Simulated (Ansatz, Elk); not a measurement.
# Mg6BRh: X-ray structure factors from the self-consistent density

The structure of Mg6BRh used here is made up (a known structure type with other elements) and was relaxed beforehand with PBE. The aim is the Fourier transform of its all-electron density, F(hkl), set beside the sum over free spherical atoms that refinements use.

Method: DFT, PBE, all-electron APW+lo, Dirac cores, scalar-relativistic bands, static density, no spin, in Elk 11.2.3 (patched build).

The structure was built from a prototype and need not be the compound's stable phase.

## (1) Set-up

The structure is tetragonal, space group P4/mmm (No. 123). Conventional cell: a = 4.064 Å, b = 4.064 Å, c = 8.362 Å, α = 90.00°, β = 90.00°, γ = 90.00°. Nearest to Rh lie 12 Mg at 2.87 to 2.93 Å. Nearest to Mg lie 8 Mg at 2.87 to 2.93 Å and 2 B at 2.90 Å and 2 Rh at 2.93 Å. Mg has 4 Rh at 2.87 Å and 8 Mg at 2.93 Å nearest. Nearest to Mg lie 4 B at 2.87 Å and 8 Mg at 2.90 Å. B has 12 Mg at 2.87 to 2.90 Å nearest. Farther neighbours are not listed.

## (2) Ground state and structure factors

An all-electron density is needed, since X-rays see the cores too. Task 0 finds the density and task 195 Fourier-transforms it; tshift is off so that phases refer to the origin typed.

elk.in

```
tasks
  0
  195

xctype
  20

spinpol
  .false.

rgkmax
  7.0

gmaxvr
  14.0

lmaxo
  7

lmaxapw
  8

swidth
  0.002

tshift
  .false.

ramdisk
  .false.

hmaxvr
  5.5

maxscl
  120

epspot
  1e-06

sppath
  './'

avec
  7.67901576104 0.00000000000 0.00000000000
  0.00000000000 7.67901576104 0.00000000000
  0.00000000000 0.00000000000 15.80263391257

atoms
  3
  'Rh.in'
  1
  0.0000000000 0.0000000000 0.5000000000   0.000000 0.000000 0.000000
  'Mg.in'
  6
  0.0000000000 0.5000000000 0.7524842954   0.000000 0.000000 0.000000
  0.0000000000 0.5000000000 0.2475157046   0.000000 0.000000 0.000000
  0.5000000000 0.0000000000 0.7524842954   0.000000 0.000000 0.000000
  0.5000000000 -0.0000000000 0.2475157046   0.000000 0.000000 0.000000
  0.5000000000 0.5000000000 0.5000000000   0.000000 0.000000 0.000000
  0.5000000000 0.5000000000 0.0000000000   0.000000 0.000000 0.000000
  'B.in'
  1
  0.0000000000 0.0000000000 0.0000000000   0.000000 0.000000 0.000000

ngridk
  6 6 3
```

Started as:

```bash
$ OMP_NUM_THREADS=4 elk
```

Numbers of over 12 decimals in the logs are rounded to 6 here.

Log:

```text
┌─────────────────────────┐
│ Elk code version 11.2.3 │
└─────────────────────────┘

All units are atomic (Hartree, Bohr, etc.)

┌─────────────────────────────────────────────────┐
│ Ground-state run starting from atomic densities │
└─────────────────────────────────────────────────┘

Lattice vectors :
   7.679015761       0.000000000       0.000000000
   0.000000000       7.679015761       0.000000000
   0.000000000       0.000000000       15.80263391

Reciprocal lattice vectors :
  0.8182279478       0.000000000       0.000000000
   0.000000000      0.8182279478       0.000000000
   0.000000000       0.000000000      0.3976036743

Unit cell volume      :    931.8383870
Brillouin zone volume :   0.2661944570

Muffin-tin inner radius fraction :   0.1000000000E-01

Nuclei treated as point charges

Species : 1 (Rh)
 parameters loaded from : Rh.in
 name : rhodium
 nuclear charge    :   -45.00000000
 electronic charge :    45.00000000
 atomic mass :    187585.2511
 muffin-tin radius :    2.600000000
 number of radial points in muffin-tin :   1193
 inner part over the whole radius :   0.9931673392E-02
 number on inner part of muffin-tin    :    849
 approximate nuclear radius :   0.8524867730E-04
 number of mesh points to nuclear radius :    423
 atomic positions (lattice), magnetic fields (Cartesian) :
  1 :   0.00000000  0.00000000  0.50000000    0.00000000  0.00000000  0.00000000

Species : 2 (Mg)
 parameters loaded from : Mg.in
 name : magnesium
 nuclear charge    :   -12.00000000
 electronic charge :    12.00000000
 atomic mass :    44305.30466
 muffin-tin radius :    2.200000000
 number of radial points in muffin-tin :    793
 inner part over the whole radius :   0.9941530515E-02
 number on inner part of muffin-tin    :    552
 approximate nuclear radius :   0.5710277704E-04
 number of mesh points to nuclear radius :    241
 atomic positions (lattice), magnetic fields (Cartesian) :
  1 :   0.00000000  0.50000000 -0.24751570    0.00000000  0.00000000  0.00000000
  2 :   0.00000000  0.50000000  0.24751570    0.00000000  0.00000000  0.00000000
  3 :   0.50000000  0.00000000 -0.24751570    0.00000000  0.00000000  0.00000000
  4 :   0.50000000  0.00000000  0.24751570    0.00000000  0.00000000  0.00000000
  5 :   0.50000000  0.50000000  0.50000000    0.00000000  0.00000000  0.00000000
  6 :   0.50000000  0.50000000  0.00000000    0.00000000  0.00000000  0.00000000

Species : 3 (B)
 parameters loaded from : B.in
 name : boron
 nuclear charge    :   -5.000000000
 electronic charge :    5.000000000
 atomic mass :    19707.24742
 muffin-tin radius :    1.800000000
 number of radial points in muffin-tin :    593
 inner part over the whole radius :   0.9957276294E-02
 number on inner part of muffin-tin    :    405
 approximate nuclear radius :   0.4534157419E-04
 number of mesh points to nuclear radius :    161
 atomic positions (lattice), magnetic fields (Cartesian) :
  1 :   0.00000000  0.00000000  0.00000000    0.00000000  0.00000000  0.00000000

Total number of atoms per unit cell :    8
Total muffin-tin volume :    365.6646297
 ratio of muffin-tin to unit cell volume :   0.3924120693

Spin treatment :
 spin-unpolarised

Number of Bravais lattice symmetries :   16
Number of crystal symmetries         :   16
Crystal has inversion symmetry
Real symmetric eigensolver will be used

k-point grid :      6     6     3
k-point offset :    0.000000000       0.000000000       0.000000000
k-point set is reduced with full crystal symmetry group
Total number of k-points :       20

Muffin-tin radius times maximum |G+k| :    7.000000000
 using average radius
Maximum |G+k| for APW functions       :    3.181818182
Maximum (1/2)|G+k|²                   :    5.061983471
Maximum |G| for potential and density :    14.00000000
Constant for pseudocharge density :    9
 order of it for each species :   16  16  16
 order of it for pair densities of each species (exact exchange by exxq0 0: 17) :   14  10   5
Radial integration step length :    1

[...]
Madelung                    :     -7280.4902242058
 xc potential                :     -313.53451141901
 exchange                    :     -236.46724994177
 correlation                 :     -5.275628
 electron entropic           :    -0.11039852203163E-02
 total energy                :     -6013.8959517129

Density of states at Fermi energy :    90.84176266
 (states/Hartree/unit cell)

Estimated indirect band gap :   0.2670604212E-03
 from k-point 15 to k-point 13
Estimated direct band gap   :   0.9561146904E-02
 at k-point 14

Charges :
 core                        :    42.00000000
 valence                     :    80.00000000
 interstitial                :    11.09586980
 muffin-tins (core leakage)
  species : 1 (Rh)
[...]
species : 2 (Mg)
[...]
species : 3 (B)
[...]
total in muffin-tins        :    110.9041302
 total calculated charge     :    121.9998857
 total charge                :    122.0000000
 error                       :   0.1142926812E-03

RMS change in Kohn-Sham potential (target) :    1.606360993     (  0.1000000000E-05)
Absolute change in total energy (target)   :    1.094043754     (  0.1000000000E-03)

[... loops 3 to 18 left out ...]

┌──────────────────┐
│ Loop number : 19 │
└──────────────────┘

Energies :
 Fermi                       :     0.182743
 sum of occupied eigenvalues :     -3505.2479310451
 electron kinetic            :      6215.7640470386
 core electron kinetic       :      5669.2066893571
 Coulomb                     :     -11986.053240161
 Coulomb potential           :     -9407.1662796435
 nuclear-nuclear             :     -626.14665008057
 electron-nuclear            :     -13327.659656635
 Hartree                     :      1967.7530665545
 Madelung                    :     -7282.4701003393
 xc potential                :     -313.84569844017
 exchange                    :     -236.50676460465
 correlation                 :     -5.282217
 electron entropic           :    -0.80399972755635E-03
 total energy                :     -6012.0789790675

Density of states at Fermi energy :    56.43738689
 (states/Hartree/unit cell)

Estimated indirect band gap :   0.1764059849E-02
 from k-point 5 to k-point 14
Estimated direct band gap   :   0.1897986998E-01
 at k-point 16

Charges :
 core                        :    42.00000000
 valence                     :    80.00000000
 interstitial                :    11.16521796
 muffin-tins (core leakage)
  species : 1 (Rh)
[...]
species : 2 (Mg)
[...]
species : 3 (B)
[...]
total in muffin-tins        :    110.8347820
 total calculated charge     :    121.9999084
 total charge                :    122.0000000
 error                       :   0.9158080255E-04

RMS change in Kohn-Sham potential (target) :   0.1801732242E-06 (  0.1000000000E-05)
Absolute change in total energy (target)   :   0.5990264981E-05 (  0.1000000000E-03)

Convergence targets achieved

┌──────────────────┐
│ Loop number : 20 │
└──────────────────┘

Energies :
 Fermi                       :     0.182743
 sum of occupied eigenvalues :     -3505.2479279881
 electron kinetic            :      6215.7640437110
 core electron kinetic       :      5669.2066923350
 Coulomb                     :     -11986.053233143
 Coulomb potential           :     -9407.1662959935
 nuclear-nuclear             :     -626.14665008057
 electron-nuclear            :     -13327.659626098
 Hartree                     :      1967.7530430356
 Madelung                    :     -7282.4700851465
 xc potential                :     -313.84567570554
 exchange                    :     -236.50676398683
 correlation                 :     -5.282217
 electron entropic           :    -0.80400041056636E-03
 total energy                :     -6012.0789747516

Density of states at Fermi energy :    56.43745309
 (states/Hartree/unit cell)

Estimated indirect band gap :   0.1764058539E-02
 from k-point 5 to k-point 14
Estimated direct band gap   :   0.1897986696E-01
 at k-point 16

Charges :
 core                        :    42.00000000
 valence                     :    80.00000000
 interstitial                :    11.16521847
 muffin-tins (core leakage)
  species : 1 (Rh)
[...]
species : 2 (Mg)
[...]
atom 5                    :    10.55124344     ( -0.9828258651E-07)
   atom 6                    :    10.52614301     ( -0.9828258829E-07)
  species : 3 (B)
   atom 1                    :    3.554080412     (  0.6419022467E-04)
 total in muffin-tins        :    110.8347815
 total calculated charge     :    121.9999084
 total charge                :    122.0000000
 error                       :   0.9158079149E-04

┌──────────────────────────────┐
│ Self-consistent loop stopped │
└──────────────────────────────┘

Wrote STATE.OUT
```

The job ended after 50 s (4 threads of Arm Neoverse V2, shared host; peak memory 0.29 GiB; 2.4 min of CPU time).

SFACRHO.OUT:

```text

h k l indices transformed by vhmat matrix:
   1.000000000       0.000000000       0.000000000    
   0.000000000       1.000000000       0.000000000    
   0.000000000       0.000000000       1.000000000    

      h      k      l  multipl.   |H|            Re(F)            Im(F)           |F|

      0      0      0      1   0.0000000       122.00000      0.25416588E-16   122.00000    
      0      0      1      2  0.39760367      -38.482107      0.60358629E-14   38.482107    
      0      0     -2      2  0.79520735       24.684234      0.12114067E-13   24.684234    
      0     -1      0      4  0.81822795       24.544870      0.12047931E-13   24.544870    
      0     -1     -1      8  0.90971735      -36.175934      0.32761310E-15   36.175934    
      0      1     -2      8   1.1409872       22.628307      0.59055244E-14   22.628307    
     -1      1      0      4   1.1571491       22.526350      0.32469954E-14   22.526350    
      0      0     -3      2   1.1928110      -35.771747     -0.16187494E-13   35.771747    
     -1     -1     -1      8   1.2235533      -34.414705     -0.13674716E-13   34.414705    
     -1     -1     -2      8   1.4040472       88.857322     -0.21122367E-14   88.857322    
     -1      0     -3      8   1.4464768      -32.258919     -0.77541149E-14   32.258919    
      0      0      4      2   1.5904147       84.891663     -0.20624213E-13   84.891663    
      2      0      0      4   1.6364559       83.997988      0.20677652E-13   83.997988    
      1     -1     -3      8   1.6618640      -29.402002     -0.17326101E-13   29.402002    
     -2      0      1      8   1.6840655      -30.248084      0.58278454E-14   30.248084    
      0      1      4      8   1.7885513       18.562195     -0.22134391E-13   18.562195    
      0     -2     -2      8   1.8194347       18.410499      0.13089052E-13   18.410499    
      2      1      0      8   1.8296133       18.350251     -0.16894902E-13   18.350251
```

Elk indexes on the primitive cell of elk.in and gives |H| = 4π sin θ/λ in inverse bohr. Below, one row stands for each form hkl of the conventional cell (m members, Friedel mates merged), F is for one primitive cell and the density is static (no thermal factor). Free-atom factors are Waasmaier and Kirfel's, and R is Σm||F|−|F'||/Σm|F|.

```
hkl   m  sin θ/λ (Å⁻¹)  abs F, DFT  neutral atoms   diff.
001   2          0.060      38.482         38.402  +0.080
002   2          0.120      24.684         24.415  +0.269
100   4          0.123      24.545         24.286  +0.259
101   8          0.137      36.176         36.279  -0.103
102   8          0.172      22.628         22.473  +0.155
110   4          0.174      22.526         22.375  +0.152
003   2          0.179      35.772         36.051  -0.279
111   8          0.184      34.415         34.703  -0.288
112   8          0.211      88.857         89.517  -0.660
103   8          0.217      32.259         32.549  -0.290
004   2          0.239      84.892         85.432  -0.540
200   4          0.246      83.998         84.529  -0.531
113   8          0.250      29.402         29.492  -0.090
201   8          0.253      30.248         30.345  -0.097
104   8          0.269      18.562         18.722  -0.159
202   8          0.274      18.410         18.585  -0.174
210   8          0.275      18.350         18.520  -0.170
211  16          0.282      29.489         29.531  -0.042
114   8          0.296      17.859         17.948  -0.089
005   2          0.299      26.374         26.420  -0.046
212  16          0.300      17.673         17.768  -0.095
203   8          0.304      29.863         29.882  -0.019
```

## (3) The highest occupied states alone

An energy window below the Fermi level keeps the highest occupied states, to see at which angles they scatter; shallow core shells can lie inside it and anion s states outside. No new self-consistency is needed.

Edit elk.in of step 2 so:

```diff
@@ -1,3 +1,2 @@
 tasks
-  0
   195
@@ -40,2 +39,5 @@
 
+wsfac
+  -0.368500 0.482740
+
 sppath
```

Started as:

```bash
$ OMP_NUM_THREADS=4 elk
```

Log:

```text
┌─────────────────────────────────┐
│ Elk code version 11.2.3 started │
└─────────────────────────────────┘

Info(readinput): the functional depends on the density's gradient
 muffin-tin radial points multiplied by    2.00000
 (not where nrmtscf is given)

┌────────────────────┐
│ Current task : 195 │
└────────────────────┘

Info(sfacrho): density structure factors written to SFACRHO.OUT

 Energy window :  -0.3685000000      0.4827400000

┌──────────────────┐
│ Elk code stopped │
└──────────────────┘
```

Elapsed: 15 s, on 4 threads; peak memory 0.18 GiB.

States within 15 eV below the Fermi level hold 24.00 electrons; any levels below the window count with the cores. Their amplitudes can exceed the total, where window and core parts have opposite phase:

| hkl | sin θ/λ (Å⁻¹) | abs F, window | abs F, all |
| --- | --- | --- | --- |
| 001 | 0.060 | 5.443 | 38.482 |
| 002 | 0.120 | 7.058 | 24.684 |
| 100 | 0.123 | 6.958 | 24.545 |
| 101 | 0.137 | 3.876 | 36.176 |
| 102 | 0.172 | 5.377 | 22.628 |
| 110 | 0.174 | 5.293 | 22.526 |
| 003 | 0.179 | 2.887 | 35.772 |
| 111 | 0.184 | 2.780 | 34.415 |
| 112 | 0.211 | 3.277 | 88.857 |
| 103 | 0.217 | 2.163 | 32.259 |

## (4) Another functional

The difference from free atoms is small, so it is set against the change that PBEsol makes.

Edit elk.in of step 3 so:

```diff
@@ -1,2 +1,3 @@
 tasks
+  0
   195
@@ -4,3 +5,3 @@
 xctype
-  20
+  22
 
@@ -39,5 +40,2 @@
 
-wsfac
-  -0.368500 0.482740
-
 sppath
```

Started as:

```bash
$ OMP_NUM_THREADS=4 elk
```

Log:

```text
┌─────────────────────────┐
│ Elk code version 11.2.3 │
└─────────────────────────┘

All units are atomic (Hartree, Bohr, etc.)

┌─────────────────────────────────────────────────┐
│ Ground-state run starting from atomic densities │
└─────────────────────────────────────────────────┘

Lattice vectors :
   7.679015761       0.000000000       0.000000000
   0.000000000       7.679015761       0.000000000
   0.000000000       0.000000000       15.80263391

Reciprocal lattice vectors :
  0.8182279478       0.000000000       0.000000000
[...]
interstitial                :    11.17458318
 muffin-tins (core leakage)
  species : 1 (Rh)
[...]
species : 2 (Mg)
[...]
atom 6                    :    10.52799876     ( -0.9828258873E-07)
  species : 3 (B)
   atom 1                    :    3.540535677     (  0.6653423761E-04)
 total in muffin-tins        :    110.8254168
 total calculated charge     :    121.9999045
 total charge                :    122.0000000
 error                       :   0.9548653897E-04

┌──────────────────────────────┐
│ Self-consistent loop stopped │
└──────────────────────────────┘

Wrote STATE.OUT
[key lines of the parts left out:]
total energy                :     -6007.0067400943
```

Elapsed: 51 s, on 4 threads; peak memory 0.29 GiB.

Against the first run R = 0.04 %; the largest change is -0.040 at 204.

## (5) Basis size

The basis and the expansions that go with it are enlarged, to see whether the differences are converged.

Edit elk.in of step 4 so:

```diff
@@ -5,3 +5,3 @@
 xctype
-  22
+  20
 
@@ -11,12 +11,12 @@
 rgkmax
-  7.0
+  8.5
 
 gmaxvr
-  14.0
+  18.0
 
 lmaxo
-  7
+  9
 
 lmaxapw
-  8
+  10
```

Started as:

```bash
$ OMP_NUM_THREADS=4 elk
```

Log:

```text
┌─────────────────────────┐
│ Elk code version 11.2.3 │
└─────────────────────────┘

All units are atomic (Hartree, Bohr, etc.)

┌─────────────────────────────────────────────────┐
│ Ground-state run starting from atomic densities │
└─────────────────────────────────────────────────┘

Lattice vectors :
   7.679015761       0.000000000       0.000000000
   0.000000000       7.679015761       0.000000000
   0.000000000       0.000000000       15.80263391

Reciprocal lattice vectors :
  0.8182279478       0.000000000       0.000000000
[...]
interstitial                :    11.15603816
 muffin-tins (core leakage)
  species : 1 (Rh)
[...]
species : 2 (Mg)
[...]
atom 6                    :    10.52658406     ( -0.9828258518E-07)
  species : 3 (B)
   atom 1                    :    3.556597881     (  0.6422345433E-04)
 total in muffin-tins        :    110.8439618
 total calculated charge     :    121.9999408
 total charge                :    122.0000000
 error                       :   0.5918954653E-04

┌──────────────────────────────┐
│ Self-consistent loop stopped │
└──────────────────────────────┘

Wrote STATE.OUT
[key lines of the parts left out:]
total energy                :     -6012.0851634481
```

It took 2.4 min on 4 threads; peak memory 0.61 GiB; 7.1 min of CPU time.

Against the first run R = 0.01 %; the largest change is -0.004 at 400.

## (6) Settings against the effect

```
                              run  R against the first run (%)  R against neutral atoms, low angle (%)  wall time
                    PBE, rgkmax 7                         0.00                                    0.60       50 s
                           PBEsol                         0.04                                    0.61       51 s
rgkmax 8.5 with larger expansions                         0.01                                    0.59    2.4 min
```

## (7) Results

```
R against neutral atoms, sin θ/λ < 0.3 Å⁻¹ : 0.60 %
R against neutral atoms, 0.3 to 0.69 Å⁻¹   : 0.17 %
```

Independent neutral atoms miss the calculated amplitudes by R = 0.60 % below 0.3 Å⁻¹ and 0.17 % from there to 0.69 Å⁻¹; by shells, 0.50 % below 0.15 Å⁻¹ (4 forms), 0.61 % 0.15 to 0.3 (16 forms), 0.16 % 0.3 to 0.45 (31 forms), 0.18 % above 0.45 (98 forms). Bonding, aspherical density and the tables' own atoms all enter these figures, and the runs don't part them. The largest change of an amplitude is -0.66 electrons, at 112. The window's part falls from 24.0 electrons at the origin to at most 0.27 between 0.45 and 0.69 Å⁻¹. Below 0.3 Å⁻¹ the changes that finished (PBEsol and rgkmax 8.5 with larger expansions) move F by R = 0.03 % at most, against the 0.60 % that separates it from free atoms. The k-mesh has no finished test. These runs have no spin, though d or f shells may be open. Part of the difference isn't bonding: the tables are fits to free atoms and ions calculated by other methods than this functional. Thermal motion, anomalous dispersion and extinction are left out.

[Logs are printed without paths, hosts, clocks, repeated set-up lines and the standing remarks that a program may print on its own settings, such as how far it seeks lower states.]

[Hosts, paths, dates, database ids (printed as entryN), source tags and the programs' standing remarks are cut or masked in the printed files.]
